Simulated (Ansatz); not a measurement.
## Grüneisen parameters and expansion of TiC (Fm-3m)

Which modes of TiC drive its thermal expansion?

What experiment has found for this phase:
- heat capacity C_P per formula unit 33.9 J/mol/K near room temperature (given in “High-Throughput Prediction of Finite-Temperature Properties using the Quasi-Harmonic Approximation”, 2016, arXiv:1603.06924)

Program: Ansatz 0.2.0. Level of theory: DFT PBEsol, scalar-relativistic, plane waves, PAW. Results are calculated unless marked as measured.

The database entry behind the starting cell differs from later determinations by our own check (0.1 to 0.3 % short, probably kX units), so it need not match the best structure at ambient conditions.

## 1. The structure

It takes space group Fm-3m (No. 225, cubic). The conventional cell has a = 4.319 Å, b = 4.319 Å, c = 4.319 Å, α = 90.00°, β = 90.00°, γ = 90.00°. Ti has 6 C at 2.16 Å nearest. Nearest to C lie 6 Ti at 2.16 Å. Farther neighbours are not listed.

## 2. Probe on a coarse mesh

A cheap single point shows whether the cell is a metal or an insulator and how far it is from rest; that sets the k-mesh and the occupations of what follows.

Input file input.yaml:

```yaml
crystal:
  lattice:
    - [0.0, 2.1593, 2.1593]
    - [2.1593, 0.0, 2.1593]
    - [2.1593, 2.1593, 0.0]
  atoms:
    - { symbol: Ti, position: [0.0, 0.0, 0.0] }
    - { symbol: C, position: [0.5, 0.5, 0.5] }
kpoints:
  mp_grid: { grid: [8, 8, 8] }
hamiltonian:
  xc: pbesol
scf:
  occupations: { method: gaussian, width: 0.1 }
output:
  forces: true
  stress: true
  eigenvalues: true
```

Launch:

```
$ ansatz run input.yaml --threads 8 --pin off --max-ram 30720MiB --backend cpu --events-out ev --progress --plain --runs-dir out
```

Numbers of over 12 decimals in the logs are rounded to 6 here.

What it wrote:

```text
Engine: ansatz 0.2.0, aarch64-unknown-linux-gnu
Pseudopotentials: kind: paw
Pseudopotential: Ti, paw, valence charge 12, recommended cutoff 420 eV (normal), Ti.paw.azcp
Pseudopotential: C, paw, valence charge 4, recommended cutoff 420 eV (normal), C.paw.azcp
Functional definition: PBEsol
  exchange = pbesol_x
  correlation = pbesol_c
Crystal: 2 atoms, lattice volume = 20.136 Å³
Basis set: ecut = 420 eV, 411 PW (Γ), exchange–correlation on 48×48×48 points (8 copies of the dense FFT grid, shifted against one another)
Bands: 12, of which v1, the nominal top of the filled ones, is band 8 counted from 1 (7 counted from 0)
Symmetry: 48 space group operations
Space group: Fm-3m (ITA 225), of the structure as read, at distance tolerance 2.7e-5 Å
k-points: 29 of 512
Non-local potential: Ti, projectors of the file, l = 0: 3, l = 1: 2, l = 2: 3, l = 3: 1
Non-local potential: C, projectors of the file, l = 0: 2, l = 1: 2, l = 2: 1
PAW form: soft (Blöchl's): semilocal exchange-correlation on the pseudo side does not see the compensation charge
PAW frozen core: Ti, regenerated for the run's functional, and the local potential with it (the file was generated under x = pbe(κ = 0.804, μ = 0.219515), c = pbe(β = 0.066725))
PAW frozen core: C, regenerated for the run's functional, and the local potential with it (the file was generated under x = pbe(κ = 0.804, μ = 0.219515), c = pbe(β = 0.066725))
PAW one-centre angular grid: Ti, 590 points (default); XC on 64 Gauss nodes
PAW one-centre angular grid: C, 110 points (default); XC on 64 Gauss nodes
Initial density: superposition of atomic densities (neutral atoms: chi_scale 0, normalization atom), corrected by the library's trained network
Initial wavefunctions: pseudopotential atomic-orbital guess
Functional: x = pbesol(κ = 0.804, μ = 0.123457), c = pbesol(β = 0.046)
SCF iter   1: F=—  HF=-2722.418260 eV  |F-HF|=—  |Δ(HF+E_count)|=         —  Δρ=1.02e-2  dr2=2.33e-2  ethr=1.77e-3  ⟨swp⟩=4.4  Hψ=1730  notcnv=0
preconditioner: auto → none  [insulator: Δε(μ)=0.188 eV  Ē_g=7.917 eV  σ=0.100 eV  W_gap=0.57  n_scr=8 (ndim 8)  ℏωp=23.4 eV  f_vac=0.000  D(μ)=0.36/eV (n_scr^D=0)  ε∞_Penn≈9.7]
SCF iter   2: F=—  HF=-2722.413111 eV  |F-HF|=—  |Δ(HF+E_count)|=   5.15e-3  Δρ=3.70e-3  dr2=3.28e-3  ethr=1.46e-4  ⟨swp⟩=1.2  Hψ=589  notcnv=0
SCF iter   3: F=—  HF=-2722.412540 eV  |F-HF|=—  |Δ(HF+E_count)|=   5.71e-4  Δρ=6.19e-4  dr2=7.56e-5  ethr=2.05e-5  ⟨swp⟩=2.0  Hψ=391  notcnv=0  defer=2
SCF iter   4: F=—  HF=-2722.412527 eV  |F-HF|=—  |Δ(HF+E_count)|=   1.26e-5  Δρ=8.31e-5  dr2=7.57e-7  ethr=4.72e-7  ⟨swp⟩=2.0  Hψ=390  notcnv=0  defer=2
iter 5 did not close the SCF: its close was put off for the readings that it lacked (scf_convergence_deferred on its scf_iter line)
SCF iter   5: F=-2722.412527 eV  HF=-2722.412527 eV  |F-HF|=1.20e-8  |Δ(HF+E_count)|=   2.31e-7  Δρ=1.25e-5  dr2=2.40e-8  ethr=4.73e-9  ⟨swp⟩=2.1  Hψ=452  notcnv=0  defer=2
SCF iter   6: F=-2722.412527 eV  HF=-2722.412527 eV  |F-HF|=1.59e-10  |Δ(HF+E_count)|=  4.21e-10  Δρ=1.08e-6  dr2=2.17e-10  ethr=1.50e-10  ⟨swp⟩=2.1  Hψ=1126  notcnv=0
SCF 1 converged in 6 iterations: F = -2722.412527 eV  dr2 = 2.17e-10
  greatest PAW one-centre occupation: 0.999 electrons in one spin orbital (limit 2), on the Ti atom at site 0 (counted from 0), in its partial waves of l = 0
SCF converged after 6 iterations
Free energy (F): -2722.412527 eV
Harris-Foulkes:  -2722.412527 eV  (|F-HF|=1.59e-10)
Internal energy: -2722.410678 eV  (E = F + TS)
E sigma→0 (E₀):  -2722.411603 eV
Entropy (-TS):   -0.001849 eV (-0.925 meV/atom)
Fermi energy:    14.688530 eV
--- Per-component energies (eV) ---
  E_band       = -108.766999
  E_kinetic    = 362.118587
  E_local      = -770.143018  (includes V_loc(G=0)·N_el)
  E_nonlocal   = 33.255588
  E_hartree    = 312.239112
  E_xc         = -146.392176
  E_vxc        = -183.511364  (∫ρ·V_xc dr)
  E_paw        = -1116.243774  (= ΣΔE_a)
  E_vpaw       = -174.965110  (= ΣTr[D̂ρ^β])
  E_aug_tail   = 0.000135  (compensation charges beyond the density's cutoff)
  E_ewald      = -1397.405618
  E_core_change = 0.160485  (= ΣΔE_core)
  E_smearing   = -0.001849  (= −TS)
  E_closure    = 0.000000  (closes the sum)
  Σ components = -2722.412527   (vs F -2722.412527, Δ=0.00e0)
--- Forces (eV/Å), atoms counted from 1 ---
  atom   1  Ti    -0.00000000     0.00000000     0.00000000
  atom   2  C      0.00000000    -0.00000000    -0.00000000
  max |Σ_I F_I| component: 2.83e-30 eV/Å
--- Stress (GPa, compression-positive) ---
       -4.534522       0.000000       0.000000
       -0.000000      -4.534522      -0.000000
       -0.000000      -0.000000      -4.534522
  P = ⅓ Tr σ = -4.5345 GPa (-45.345 kbar)
--- Band table (eV; the first three rows and the last of 29) ---
  k-point 0: bands = [... 4 lower, 2.3196, 15.4060, 15.4060, 15.4060, 16.4493, 16.4493, 16.4493, 16.4921]
  k-point 1: bands = [... 4 lower, 2.6760, 14.0851, 14.4517, 14.4517, 15.8415, 15.8415, 17.0147, 18.5717]
  k-point 2: bands = [... 4 lower, 3.6568, 11.9700, 13.0253, 13.0253, 16.5119, 16.5119, 17.6012, 20.6811]
  k-point 28: bands = [... 4 lower, 5.2544, 11.5546, 11.5546, 12.0076, 17.5630, 17.5630, 18.3204, 19.9924]
```

Wall time 1.3 s (8 threads of Arm Neoverse V1, shared host); peak memory 0.28 GiB; 3 s of CPU time.

This step gave:

```
pressure          : -4.535 GPa
volume per atom   : 10.07 Å³
gap on the k-mesh : 0 eV
```

The start is under -4.5 GPa at this level and looks like a metal on this mesh.

## 3. Finding the static equilibrium

The vibrations must be taken about the equilibrium of this functional, not about the starting cell, so the structure is relaxed.

input.yaml, the sections that differ from step 2:

```yaml
kpoints:
  mp_grid: { grid: [16, 16, 16] }
output:
  forces: true
  stress: true
  eigenvalues: true
  write_density: true
  write_potential: true
  elf: true
  volumetric_format: npy
relax:
  adjacent_minimum: "off"
  f_tol: 0.005
  max_steps: 80
  cell: { stress_tol: 0.05 }
# crystal, hamiltonian, scf: as in step 2
```

What it wrote:

```text
[...]
Crystal: 2 atoms, lattice volume = 20.136 Å³
Basis set: ecut = 420 eV, 411 PW (Γ), exchange–correlation on 48×48×48 points (8 copies of the dense FFT grid, shifted against one another)
Bands: 12, of which v1, the nominal top of the filled ones, is band 8 counted from 1 (7 counted from 0)
Symmetry: 48 space group operations
[...]
k-points: 145 of 4096
[...]
SCF iter   1: F=—  HF=-2722.420580 eV  |F-HF|=—  |Δ(HF+E_count)|=         —  Δρ=1.05e-2  dr2=2.50e-2  ethr=1.77e-3  ⟨swp⟩=4.3  Hψ=8658  notcnv=0
[...]
SCF iter   6: F=-2722.414459 eV  HF=-2722.414459 eV  |F-HF|=9.09e-13  |Δ(HF+E_count)|=   1.79e-9  Δρ=4.85e-7  dr2=1.89e-11  ethr=6.77e-11  ⟨swp⟩=4.6  Hψ=8032  notcnv=0
SCF 1 converged in 6 iterations: F = -2722.414459 eV  dr2 = 1.89e-11
[...]
relax step   1: F+E_penalty+E_count = -2722.41445866 eV  Δ(F+E_penalty+E_count) = +0.000e0 eV  max|allowed force component| = 1.972e-29 eV/Å  Δτ_max = 0.0000 Å  P = -4.559 GPa  Ω = 20.136 Å³  (6 SCF iters, accepted)
Crystal: 2 atoms, lattice volume = 19.826 Å³
Basis set: ecut = 420 eV, 387 PW (Γ), exchange–correlation on 48×48×48 points (8 copies of the dense FFT grid, shifted against one another)
[...]
iter 1 solved again at ethr=2.28e-5 eV; its pass at ethr=3.10e-3 eV (dr2=3.65e-3 eV) is discarded
[...]
SCF iter   6: F=-2722.419959 eV  HF=-2722.419959 eV  |F-HF|=9.55e-12  |Δ(HF+E_count)|=  7.00e-11  Δρ=2.99e-7  dr2=1.13e-11  ethr=1.00e-12  ⟨swp⟩=3.4  Hψ=7080  notcnv=0
SCF 2 converged in 6 iterations: F = -2722.419959 eV  dr2 = 1.13e-11
relax step   2: F+E_penalty+E_count = -2722.41995890 eV  Δ(F+E_penalty+E_count) = -5.500e-3 eV  max|allowed force component| = 1.604e-29 eV/Å  Δτ_max = 0.0000 Å  P = -0.538 GPa  Ω = 19.826 Å³  energy of the carried Pulay correction = +5.148e-4 eV  (6 SCF iters, dr2 threshold 2.00e-7 eV, accepted)
Crystal: 2 atoms, lattice volume = 19.785 Å³
[...]
SCF iter   6: F=-2722.420094 eV  HF=-2722.420094 eV  |F-HF|=9.09e-13  |Δ(HF+E_count)|=  4.55e-13  Δρ=4.43e-8  dr2=2.95e-13  ethr=1.00e-12  ⟨swp⟩=3.6  Hψ=6417  notcnv=0
SCF 3 converged in 6 iterations: F = -2722.420094 eV  dr2 = 2.95e-13
relax step   3: F+E_penalty+E_count = -2722.42009389 eV  Δ(F+E_penalty+E_count) = -1.350e-4 eV  max|allowed force component| = 2.860e-30 eV/Å  Δτ_max = 0.0000 Å  P = +0.014 GPa  Ω = 19.785 Å³  energy of the carried Pulay correction = +5.830e-4 eV  (6 SCF iters, dr2 threshold 2.00e-7 eV, accepted)
[...]
SCF iter   8: F=-2722.419545 eV  HF=-2722.419545 eV  |F-HF|=4.55e-13  |Δ(HF+E_count)|=    0.00e0  Δρ=2.23e-10  dr2=7.91e-18  ethr=1.00e-12  ⟨swp⟩=1.9  Hψ=4308  notcnv=0
SCF 4 converged in 8 iterations: F = -2722.419545 eV  dr2 = 7.91e-18
relax step   4: F+E_penalty+E_count = -2722.41954507 eV  Δ(F+E_penalty+E_count) = +5.488e-4 eV  max|allowed force component| = 1.939e-30 eV/Å  Δτ_max = 0.0000 Å  P = -0.023 GPa  Ω = 19.785 Å³  stress off target by 2.32e-2 GPa  SCF on the basis re-selected at this cell (its energy is not comparable with the rows above)  (8 SCF iters)
basis re-selected at this cell: Δ(F+E_penalty+E_count) = +5.488e-4 eV, ΔP = -0.037 GPa vs the last step (what re-selecting the basis moved, of the pressure what is left beyond the Pulay correction that the steps carried, after the strain that the cell walked since its last selection, with what the two solves' SCF thresholds leave and, on support functions, any second-order correction that the steps lacked; it is no m [...]
SCF converged after 8 iterations
Free energy (F): -2722.419545 eV
[...]
Internal energy: -2722.417594 eV  (E = F + TS)
E sigma→0 (E₀):  -2722.418570 eV
Entropy (-TS):   -0.001951 eV (-0.975 meV/atom)
Fermi energy:    15.028510 eV
[...]
--- Stress (GPa, compression-positive) ---
       -0.023240      -0.000000      -0.000000
       -0.000000      -0.023240      -0.000000
       -0.000000       0.000000      -0.023240
  P = ⅓ Tr σ = -0.0232 GPa (-0.232 kbar)
--- Band table (eV; the first three rows and the last of 145) ---
  k-point 0: bands = [... 4 lower, 2.5424, 15.7182, 15.7182, 15.7182, 16.7738, 16.7738, 16.7738, 16.8366]
  k-point 1: bands = [... 4 lower, 2.6350, 15.2683, 15.5221, 15.5221, 16.0955, 16.0955, 17.0184, 17.8472]
  k-point 2: bands = [... 4 lower, 2.9067, 14.3754, 14.7461, 14.7461, 16.1652, 16.1652, 17.3605, 18.9482]
  k-point 144: bands = [... 4 lower, 5.5091, 11.8264, 11.8264, 12.2699, 17.9286, 17.9286, 18.7161, 20.4487]
--- Relaxed structure (3 steps of the walk, 3 accepted, 1 SCFs on fresh bases) ---
  F+E_penalty+E_count = -2722.41954507 eV   max|allowed force component| = 1.939e-30 eV/Å   (the final SCF, on the basis selected at the relaxed cell)
  cell:  # Å, volume = 19.7848 Å³
    - [0, 2.146678, 2.146678]
    - [2.146678, 0, 2.146678]
    - [2.146678, 2.146678, 0]
  atoms:
    - { symbol: Ti, position: [0, 0, 0] }
    - { symbol: C, position: [0.5, 0.5, 0.5] }
```

Run time: 2.8 s. Hardware: 8 threads; peak memory 0.36 GiB; 14 s of CPU time.

Step by step:

| step | energy less that of the first step (eV) | largest force component (eV/Å) | pressure (GPa) | volume (Å³) |
| --- | --- | --- | --- | --- |
| 1 | 0.0000 | 0.0000 | -4.56 | 20.14 |
| 2 | -0.0055 | 0.0000 | -0.54 | 19.83 |
| 3 | -0.0056 | 0.0000 | 0.01 | 19.78 |
| 4* | -0.0051 | 0.0000 | -0.02 | 19.78 |

Relaxation steps marked * repeat the geometry before them on a plane-wave basis chosen anew for their cell, so energy and pressure can jump there.

Forces are held to the 48 operations that the run works with; a distortion that breaks them can't arise in this run.

| conventional cell, symmetrised | before | after | change |
| --- | --- | --- | --- |
| a (Å) | 4.319 | 4.293 | -0.6 % |
| b (Å) | 4.319 | 4.293 | -0.6 % |
| c (Å) | 4.319 | 4.293 | -0.6 % |
| volume (Å³/atom) | 10.07 | 9.89 | -1.7 % |

Final coordinates:

```cif
data_structure
_symmetry_space_group_name_H-M 'P 1'
_symmetry_Int_Tables_number 1
_cell_length_a 3.0359
_cell_length_b 3.0359
_cell_length_c 3.0359
_cell_angle_alpha 60.000
_cell_angle_beta 60.000
_cell_angle_gamma 60.000
_cell_volume 19.78
loop_
_atom_site_label
_atom_site_type_symbol
_atom_site_fract_x
_atom_site_fract_y
_atom_site_fract_z
_atom_site_occupancy
Ti1 Ti 0.00000 0.00000 0.00000 1
C2 C 0.50000 0.50000 0.50000 1
```

Numbers from this step:

- pressure: -0.02324 GPa
- volume per atom: 9.892 Å³

Valence density in the ac plane of the conventional cell at fractional y = 0.000, with atoms of Ti and C within 0.2 Å of it. It is the smooth field of the valence electrons, not physical close to the nuclei.

Ten even steps from '0' (0.23 × 1e0 e/Å³) to '9' (9.84 × 1e0 e/Å³), each cell a mean:
```
96100011100037
42000001000013
00000000000000
00000000000000
00000012100000
11000267410001
11000499720011
11000379610001
10000134200000
00000000000000
00000000000000
21000000000001
74100011100026
97200111100049
```
Columns run along a (4.3 Å), rows up along c (4.3 Å), edges of the conventional cell, whose origin can differ from the input's. Atoms in or near the plane, at fractional coordinates: Ti at (0.00, 0.00), Ti at (0.50, 0.50), C at (0.50, 0.00), C at (0.00, 0.50).

Electrostatic potential energy in the ac plane of the conventional cell at fractional y = 0.000, with atoms of Ti and C within 0.2 Å of it. With pseudopotentials it is smooth inside the atoms' cores, unlike the true potential.

Ten even steps from '_' (-47 eV) to '@' (15 eV), each cell a mean:
```
--==++%%@@**..__--%%@@##==--
==++##@@@@%%**++##@@@@%%**==
####@@@@@@@@@@%%@@@@@@@@%%##
@@@@@@@@@@@@%%%%%%@@@@@@@@@@
##%%@@@@@@##++++**%%@@@@@@%%
..++%%@@##++======**%%@@##--
__..##@@##==----==++%%%%++__
__--%%@@##==----==++%%@@**..
++##@@@@%%**====++##@@@@%%**
%%@@@@@@@@%%######@@@@@@@@@@
%%%%@@@@@@@@@@@@@@@@@@@@@@%%
++**%%@@@@@@%%##%%@@@@@@##++
====**%%@@##--..++%%@@##++==
--==++%%%%++____..##@@##==--
```
Columns run along a (4.3 Å; values clipped at the 3rd and 97th percentile), rows up along c (4.3 Å), edges of the conventional cell, whose origin can differ from the input's. Atoms in or near the plane, at fractional coordinates: Ti at (0.00, 0.00), Ti at (0.50, 0.50), C at (0.50, 0.00), C at (0.00, 0.50).

ELF in the ac plane of the conventional cell at fractional y = 0.000, with atoms of Ti and C within 0.2 Å of it. It is the smooth field of the valence electrons, not physical close to the nuclei.

Ten even steps from '_' (0.11) to '@' (0.76), each cell a mean:
```
::**++::##@@==--##@@==--**==
##**::..##@@@@@@@@@@==..==**
--..__..==########**::__..--
++==--::....::--::....::====
@@@@%%--__::++**==....**@@@@
**%%@@==..****++**==::##@@##
__**@@++--##::__++**--##@@--
--##@@==--**==::**++::##@@==
@@@@@@==..==**##**::..##@@@@
####**::__..----..__..==####
--::....::====++==--::....::
**==....**@@@@@@@@%%--__::++
++**==::##@@##**%%@@==..****
__++**--##@@--__**@@++--##::
```
Columns run along a (4.3 Å), rows up along c (4.3 Å), edges of the conventional cell, whose origin can differ from the input's. Atoms in or near the plane, at fractional coordinates: Ti at (0.00, 0.00), Ti at (0.50, 0.50), C at (0.50, 0.00), C at (0.00, 0.50).

The relaxation ends with a pressure of -0.02 GPa.

## 4. Tight relaxation

The relaxation is repeated with tighter thresholds on force and stress, since phonons are sensitive to what is left; a change of mesh or smearing in the input moves the cell too.

Input file input.yaml:

```yaml
crystal:
  lattice:
    - [0.0, 2.1466778772, 2.1466778772]
    - [2.1466778772, 0.0, 2.1466778772]
    - [2.1466778772, 2.1466778772, 0.0]
  atoms:
    - { symbol: Ti, position: [0.0, 0.0, 0.0] }
    - { symbol: C, position: [0.5, 0.5, 0.5] }
kpoints:
  mp_grid: { grid: [16, 16, 16] }
hamiltonian:
  xc: pbesol
scf:
  occupations: { method: methfessel_paxton, width: 0.2 }
output:
  forces: true
  stress: true
  eigenvalues: true
relax:
  adjacent_minimum: "off"
  f_tol: 0.001
  max_steps: 60
  cell: { stress_tol: 0.01 }
```

What it wrote:

```text
[...]
Crystal: 2 atoms, lattice volume = 19.785 Å³
Basis set: ecut = 420 eV, 387 PW (Γ), exchange–correlation on 48×48×48 points (8 copies of the dense FFT grid, shifted against one another)
Bands: 12, of which v1, the nominal top of the filled ones, is band 8 counted from 1 (7 counted from 0)
Symmetry: 48 space group operations
[...]
k-points: 145 of 4096
[...]
k-point 144: bands = [... 4 lower, 5.5106, 11.8277, 11.8277, 12.2712, 17.9300, 17.9300, 18.7173, 20.4503]
--- Relaxed structure (2 steps of the walk, 2 accepted, 1 SCFs on fresh bases) ---
[...]
cell:  # Å, volume = 19.7833 Å³
    - [0, 2.146624, 2.146624]
    - [2.146624, 0, 2.146624]
    - [2.146624, 2.146624, 0]
  atoms:
    - { symbol: Ti, position: [0, 0, 0] }
    - { symbol: C, position: [0.5, 0.5, 0.5] }
[key lines of the parts left out:]
SCF converged after 3 iterations
Free energy (F): -2722.418902 eV
Fermi energy:    15.032168 eV
P = ⅓ Tr σ = -0.0028 GPa (-0.028 kbar)
```

Elapsed: 2.1 s, on 8 threads; peak memory 0.36 GiB.

Little changed from the start: no atom moved by 0.005 Å and no cell edge by 0.1 %.

Numbers from this step:

| Item | Value |
| --- | --- |
| pressure | -0.002828 GPa |

The residual pressure is -0.0028 GPa, small enough for phonons.

(Part 1 of 4 ends here.)

[Logs are printed without paths, hosts, clocks, repeated set-up lines and the standing remarks that a program may print on its own settings, such as how far it seeks lower states.]

[Hosts, paths, dates, database ids (printed as entryN), source tags and the programs' standing remarks are cut or masked in the printed files.]

[A step with changed settings may run another functional than the one named; its input shows which.]

[Of the runs on displaced cells, only some may be shown.]
